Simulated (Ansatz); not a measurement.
# GeH2 (model cell, started as rutile): the cell at rest, part 2 of 2

Aim: bring GeH2 (model cell, started as rutile) to small forces and stress, as phonons need.

Ansatz 0.2.0; DFT PBEsol, scalar-relativistic, plane waves, PAW.

So far. Step 2 (Probe on a coarse mesh): The coarse mesh shows no gap and a pressure of -10.9 GPa.

The structure was built from a prototype and need not be the compound's stable phase.

## (4) Bringing the structure to rest (continued)

Valence density in the ab plane at fractional z = 0.000, with atoms of Ge and H within 0.2 Å of it. It is the smooth field of the valence electrons, not physical close to the nuclei.

Values in e/Å³, 14 rows by 14 columns, each cell a mean:
```
23  9  1  0  0  0  0  0  0  0  0  1  3 13
 4  2  1  0  0  0  0  0  0  0  0  0  1  3
 1  0  0  0  0  0  0  0  0  0  1  0  0  1
 0  0  0  0  0  0  0  0  0  1  1  1  0  0
 0  0  0  0  0  0  0  0  0  1  1  0  0  0
 0  0  0  0  0  0  0  0  0  0  0  0  0  0
 0  0  0  0  0  0  0  0  0  0  0  0  0  0
 0  0  0  0  0  0  0  0  0  0  0  0  0  0
 0  0  0  1  1  1  0  0  0  0  0  0  0  0
 0  0  0  1  1  1  0  0  0  0  0  0  0  0
 0  0  0  1  1  1  0  0  0  0  0  0  0  0
 2  1  1  0  0  0  0  0  0  0  0  0  1  1
15  6  1  0  0  0  0  0  0  0  0  0  2  9
43 15  2  0  0  0  0  0  0  0  0  1  4 23
```
Columns run along a (4.3 Å), rows up along b (4.3 Å). Atoms in or near the plane, at fractional coordinates: Ge at (0.00, 0.00), H at (0.31, 0.31), H at (0.69, 0.69).

Electrostatic potential energy in the ab plane at fractional z = 0.000, with atoms of Ge and H within 0.2 Å of it. With pseudopotentials it is smooth inside the atoms' cores, unlike the true potential.

Ten even steps from '_' (-36 eV) to '@' (10 eV), each cell a mean:
```
__..--##@@@@@@@@@@@@%%**::__
::--++%%@@@@@@@@@@@@%%##==::
++**%%@@@@@@@@@@@@####%%##**
%%%%@@@@@@@@@@@@##::::##%%%%
@@@@@@@@@@@@@@@@##..::##@@@@
@@@@@@@@@@@@@@@@%%####@@@@@@
@@@@@@@@@@@@@@@@@@@@@@@@@@@@
@@@@@@@@%%%%@@@@@@@@@@@@@@@@
@@@@@@##--++%%@@@@@@@@@@@@@@
@@@@%%==__--%%@@@@@@@@@@@@@@
**##%%##==##@@@@@@@@@@@@%%##
--==**%%%%@@@@@@@@@@@@%%++--
__..==##@@@@@@@@@@@@%%**--..
____--**@@@@@@@@@@@@%%++::__
```
Columns run along a (4.3 Å; values clipped at the 3rd and 97th percentile), rows up along b (4.3 Å). Atoms in or near the plane, at fractional coordinates: Ge at (0.00, 0.00), H at (0.31, 0.31), H at (0.69, 0.69).

In this step the volume went from 10.10 to 10.10 Å³/atom.

## (5) Relaxing to small forces for the phonons

Phonons need a cell at rest on their own settings, so the relaxation is repeated with tight tolerances on forces and stress, using the mesh and the filling of the phonon run that follows.

Input file input.yaml:

```yaml
crystal:
  lattice:
    - [4.3233380792, 0.0, 0.0]
    - [0.0, 4.3233380792, 0.0]
    - [0.0, 0.0, 3.2420573331]
  atoms:
    - { symbol: Ge, position: [0.0, 0.0, 0.0] }
    - { symbol: Ge, position: [0.5, 0.5, 0.5] }
    - { symbol: H, position: [0.3090060399, 0.3090060399, 0.0] }
    - { symbol: H, position: [0.6909939601, 0.6909939601, 0.0] }
    - { symbol: H, position: [0.8090060399, 0.1909939601, 0.5] }
    - { symbol: H, position: [0.1909939601, 0.8090060399, 0.5] }
kpoints:
  mp_grid: { grid: [8, 8, 10] }
hamiltonian:
  xc: pbesol
scf:
  occupations: { method: methfessel_paxton, width: 0.15 }
output:
  forces: true
  stress: true
  eigenvalues: true
relax:
  adjacent_minimum: "off"
  f_tol: 0.001
  max_steps: 60
  cell: { stress_tol: 0.01 }
```

Started as:

```sh
> ansatz run input.yaml --threads 8 --pin off --max-ram 14336MiB --backend cpu --events-out ev --progress --plain --runs-dir out
```

Numbers of over 12 decimals in the logs are rounded to 6 here.

The log of the run:

```text
[...]
Crystal: 6 atoms, lattice volume = 60.598 Å³
Basis set: ecut = 420 eV, 1187 PW (Γ), exchange–correlation on 60×60×48 points (8 copies of the dense FFT grid, shifted against one another)
Bands: 22, of which v1, the nominal top of the filled ones, is band 16 counted from 1 (15 counted from 0)
Symmetry: 16 space group operations
[...]
k-points: 90 of 640
[...]
cell:  # Å, volume = 60.5473 Å³
    - [4.316154, 0, 0.0]
    - [0, 4.316154, 0.0]
    - [0.0, 0.0, 3.250131]
  atoms:
    - { symbol: Ge, position: [0, 0, 0.0] }
    - { symbol: Ge, position: [0.5, 0.5, 0.5] }
    - { symbol: H, position: [0.309627, 0.309627, 0.0] }
    - { symbol: H, position: [0.690373, 0.690373, 0.0] }
    - { symbol: H, position: [0.809627, 0.190373, 0.5] }
    - { symbol: H, position: [0.190373, 0.809627, 0.5] }
[key lines of the parts left out:]
SCF converged after 7 iterations
Free energy (F): -8566.740554 eV
Fermi energy:    7.140968 eV
P = ⅓ Tr σ = -0.0011 GPa (-0.011 kbar)
```

Wall time 4.3 s (8 threads of Arm Neoverse V2, shared host); peak memory 0.47 GiB.

Relaxation path:

| step | energy less that of the first step (eV) | largest force component (eV/Å) | pressure (GPa) | volume (Å³) |
| --- | --- | --- | --- | --- |
| 1 | 0.0000 | 0.0012 | 0.01 | 60.60 |
| 2 | 0.0000 | 0.0011 | 0.00 | 60.59 |
| 3 | -0.0001 | 0.0006 | 0.01 | 60.52 |
| 4 | -0.0001 | 0.0001 | 0.00 | 60.55 |
| 5* | 0.0000 | 0.0001 | 0.00 | 60.55 |

Relaxation steps marked * repeat the geometry before them on a plane-wave basis chosen anew for their cell, so energy and pressure can jump there.

Forces are held to the 16 operations that the run works with; a distortion that breaks them can't arise in this run.

| conventional cell, symmetrised | before | after | change |
| --- | --- | --- | --- |
| a (Å) | 4.323 | 4.316 | -0.2 % |
| b (Å) | 4.323 | 4.316 | -0.2 % |
| c (Å) | 3.242 | 3.250 | +0.2 % |
| volume (Å³/atom) | 10.10 | 10.09 | -0.1 % |

Final coordinates:

```cif
data_structure
_symmetry_space_group_name_H-M 'P 1'
_symmetry_Int_Tables_number 1
_cell_length_a 4.3162
_cell_length_b 4.3162
_cell_length_c 3.2501
_cell_angle_alpha 90.000
_cell_angle_beta 90.000
_cell_angle_gamma 90.000
_cell_volume 60.55
loop_
_atom_site_label
_atom_site_type_symbol
_atom_site_fract_x
_atom_site_fract_y
_atom_site_fract_z
_atom_site_occupancy
Ge1 Ge 0.00000 0.00000 0.00000 1
Ge2 Ge 0.50000 0.50000 0.50000 1
H3 H 0.30963 0.30963 0.00000 1
H4 H 0.69037 0.69037 0.00000 1
H5 H 0.80963 0.19037 0.50000 1
H6 H 0.19037 0.80963 0.50000 1
```

This step gave:

```
pressure        : -0.001099 GPa
volume per atom : 10.09 Å³
```

The largest force component left is 0.056 meV/Å and the pressure is -0.001 GPa, within the tolerances set. The cell now holds 10.09 Å³/atom.

## (6) Outcome

```
space group after relaxation (within 0.01 Å) : P4_2/mnm
lattice constant a                           : 4.316 Å
lattice constant b                           : 4.316 Å
lattice constant c                           : 3.250 Å
volume per atom                              : 10.1 Å³
```

**Reading.** The largest force component left is 0.056 meV/Å and the pressure is -0.001 GPa, within the tolerances set. The cell now holds 10.09 Å³/atom. The relaxation keeps the symmetry of its start, so it says nothing on stability against lower symmetry. The starting cell was built on a prototype and not taken from a measurement, so the phase need not exist.

[Logs are printed without paths, hosts, clocks, repeated set-up lines and the standing remarks that a program may print on its own settings, such as how far it seeks lower states.]

[Hosts, paths, dates, database ids (printed as entryN), source tags and the programs' standing remarks are cut or masked in the printed files.]
